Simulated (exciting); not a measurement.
# BN: the N K edge from the Bethe–Salpeter equation, part 2 of 2

How far do the exchange and direct terms reshape the N K edge of BN? The measurement to meet: NEXAFS, total electron yield on few-layer hexagonal BN, reported in Improvements in structural and optical properties of wafer-scale hexagonal boron nitride film by post-growth annealing (pmc:6646322, 2019), with 1s → π* at 401.2 eV and 1s → σ* at 408 eV.

exciting sodium; X-ray absorption, core-level Bethe-Salpeter equation, exchange and statically screened direct term, Tamm-Dancoff, all-electron LAPW+lo PBE.

So far. Step 5 (Independent particles): Maxima (height): 3.2 eV (0.35), 5.1 eV (0.43), 9.1 eV (0.69), 11.9 eV (0.41) and 16.1 eV (0.86). The spectrum differs from the singlet run by 65 % r.m.s. The highest maximum lies at 16.1 eV (0.86), against 5.3 eV (1.00). Step 6 (Exchange alone): Maxima (height): 3.2 eV (0.34), 5.1 eV (0.43), 9.2 eV (0.67), 11.9 eV (0.40) and 16.2 eV (0.87). The spectrum differs from the independent-particle run by 3 % r.m.s.

The database entry behind the starting cell differs from later determinations by our own check (about 0.3 % short, minor phase), so it need not match the best structure at ambient conditions.

## Step 7: Broadening (continued)

The spectrum differs from the singlet run by 45 % r.m.s. The highest maximum lies at -1.0 eV (3.05), against 5.3 eV (1.00). Only the width of each line changes; the area stays. A table step wider than the lines misses their tops.

```
E (eV)  first run  this run
  -5.0       0.02      0.01
  -4.0       0.03      0.01
  -3.0       0.06      0.02
  -2.0       0.17      0.05
  -1.0       0.86      2.78
   0.0       0.42      0.31
   1.0       0.33      0.34
   2.0       0.34      0.32
   3.0       0.35      0.18
   4.0       0.74      0.97
   5.0       0.86      0.91
   6.0       0.88      1.02
   7.0       0.61      0.61
   8.0       0.44      0.42
   9.0       0.30      0.24
  10.0       0.38      0.44
  11.0       0.41      0.44
  12.0       0.41      0.33
  13.0       0.54      0.78
  14.0       0.45      0.53
  15.0       0.33      0.28
  16.0       0.27      0.23
```

## Step 8: Local-field cutoff

Changed against the first singlet run: cutoff of the screened term (bohr⁻¹) from 3 to 4.

input.xml reads:

```
<input>
  <title>BN</title>
  <structure speciespath="." autormt="false" epslat="1.0e-5">
    <crystal>
      <basevect>4.7209893927 0.0000000000 0.0000000000</basevect>
      <basevect>-2.3604946964 4.0884967452 0.0000000000</basevect>
      <basevect>0.0000000000 0.0000000000 12.5396556429</basevect>
    </crystal>
    <species speciesfile="N.xml" rmt="1.322">
      <atom coord="0.6666666667 0.3333333333 0.2500000000"/>
      <atom coord="0.3333333333 0.6666666667 0.7500000000"/>
    </species>
    <species speciesfile="B.xml" rmt="1.322">
      <atom coord="0.6666666667 0.3333333333 0.7500000000"/>
      <atom coord="0.3333333333 0.6666666667 0.2500000000"/>
    </species>
  </structure>
  <groundstate do="skip" xctype="GGA_PBE" ngridk="8 8 2" rgkmax="7" gmaxvr="14" nempty="8" swidth="0.001" maxscl="100" epsengy="1e-5"/>
  <xs xstype="BSE" ngridk="7 7 2" ngridq="7 7 2" vkloff="0.097 0.273 0.493" rgkmax="7" nempty="19" gqmax="4" lmaxapwwf="5" lmaxemat="2" broad="0.01654" tevout="true">
    <energywindow intv="13.476 15.092" points="439"/>
    <screening screentype="full" nempty="36"/>
    <BSE xas="true" xasspecies="1" xasatom="1" xasedge="K" bsetype="singlet" nstlxas="1 15"/>
    <qpointset>
      <qpoint>0 0 0</qpoint>
    </qpointset>
    <plan>
      <doonly task="xsgeneigvec"/>
      <doonly task="screen"/>
      <doonly task="scrcoulint"/>
    </plan>
  </xs>
</input>
```

Started as:

```bash
> OMP_NUM_THREADS=1 mpirun -n 4 exciting
```

Numbers of over 12 decimals in the logs are rounded to 6 here.

What it wrote:

```text
| EXCITING SODIUM started for task xsgeneigvec ( 301)                          =
NOTE: invoking MPI_ABORT causes Open MPI to kill all MPI processes.
You may or may not see output from other processes, depending on
exactly when Open MPI kills them.
Error(init2): gmaxvr < 2 gkmax + gqmax :    14.00000000       14.59001513    
 gmaxvr :    14.00000000    
 gkmax  :    5.295007564    
 gqmax  :    4.000000000    
 maximum value for gqmax    :    3.409984871    
 Increase gmaxvr and re-do SCF calculation or decrease gqmax or rgkmax.
Error(init2): gmaxvr < 2 gkmax + gqmax :    14.00000000       14.59001513    
 gmaxvr :    14.00000000    
 gkmax  :    5.295007564    
 gqmax  :    4.000000000    
 maximum value for gqmax    :    3.409984871    
 Increase gmaxvr and re-do SCF calculation or decrease gqmax or rgkmax.
exciting has terminated
"abort". This may have caused other processes in the application to be
terminated by signals sent by prterun (as reported here).
```

Wall time 1.5 s (4 MPI ranks of Arm Neoverse V2, shared host).

The run ended with an error.

## Step 9: From independent particles to the full kernel

| level | curve passes 0.15 (eV) | highest maximum (eV) | its height |
| --- | --- | --- | --- |
| IP | 0.8 | 16.1 | 0.86 |
| RPA | 0.9 | 16.2 | 0.87 |
| singlet | -2.1 | 5.3 | 1.00 |

```csv
E (eV),IP,RPA,singlet
-5.0,0.01,0.01,0.02
-4.0,0.01,0.01,0.03
-3.0,0.01,0.01,0.06
-2.0,0.02,0.02,0.17
-1.0,0.03,0.02,0.86
0.0,0.06,0.05,0.42
1.0,0.19,0.17,0.33
2.0,0.26,0.24,0.34
3.0,0.34,0.32,0.35
4.0,0.29,0.28,0.74
5.0,0.42,0.42,0.86
6.0,0.27,0.27,0.88
7.0,0.36,0.35,0.61
8.0,0.53,0.50,0.44
9.0,0.68,0.66,0.30
10.0,0.42,0.42,0.38
11.0,0.34,0.33,0.41
12.0,0.40,0.39,0.41
13.0,0.39,0.38,0.54
14.0,0.55,0.53,0.45
15.0,0.62,0.60,0.33
16.0,0.86,0.86,0.27
```

## Step 10: Against the measurement

The computed energies are raised by 23.5 eV, which puts the computed line on the measured 1s → π*. Each other feature is matched to a computed maximum within 0.8 eV or a fifth of its distance from that line, whichever is more; this matching is ours and leans towards agreement, and the line to align on was chosen with computed spectra in view. The paper's table may not list every feature of the spectrum.

| feature | measured (eV) | BSE (eV) | its height | difference (eV) |
| --- | --- | --- | --- | --- |
| 1s → π*, ε ∥ c | 401.2 | 401.2 | 2.53 | set |
| 1s → σ*, ε ⊥ c | 408 | 407.5 | 1.42 | -0.5 |

## Step 11: Results

* absorber and edge: N K, atom 1
* surroundings: 3 B at 1.44 Å (trigonal planar, site symmetry -6m2)
* first bright state: -1.03 eV from the Kohn–Sham onset, on this mesh
* highest maximum: 5.3 eV
* cost of the BSE run: 7.6 min on 4 MPI ranks of Arm Neoverse V2, shared host; the last task ran on as many threads

Against pmc:6646322, the one separation that can be compared is off by -0.5 eV. The sample is a few-layer film, the calculation bulk. Is a core exciton bound? Yes on this mesh: the first bright state (over 5 % of the brightest) lies at -1.03 eV from the Kohn–Sham onset and at -1.20 eV from the lowest bare transition of its own mesh; weaker or dark states reach down to -1.14 eV. Changing the half width (eV) from 0.45 to 0.11 alters the spectrum by 45 % r.m.s. Exchange alone changes the independent-particle spectrum by 3 % r.m.s. A mesh of 98 points doesn't converge binding energies, and fine structure above the first lines is partly noise of the mesh. Exchange and the short-range direct term aren't converged in the kernel cutoff. The zero comes from the unshifted 8×8×2 ground-state mesh; it is exact only where the band minimum lies on that mesh. The Kohn–Sham onset, 379 eV, is no photon energy: the scale needs a rigid shift. Bands and screening come from semilocal DFT, whose small gap overscreens. Vibrations and energy-dependent lifetimes are left out. The structure is a published determination, not relaxed.

[Banner, clock and machine lines of the logs are left out without a mark of their own.]

[Logs are printed without paths, hosts, clocks, repeated set-up lines and the standing remarks that a program may print on its own settings, such as how far it seeks lower states.]

[Hosts, paths, dates, database ids (printed as entryN), source tags and the programs' standing remarks are cut or masked in the printed files.]
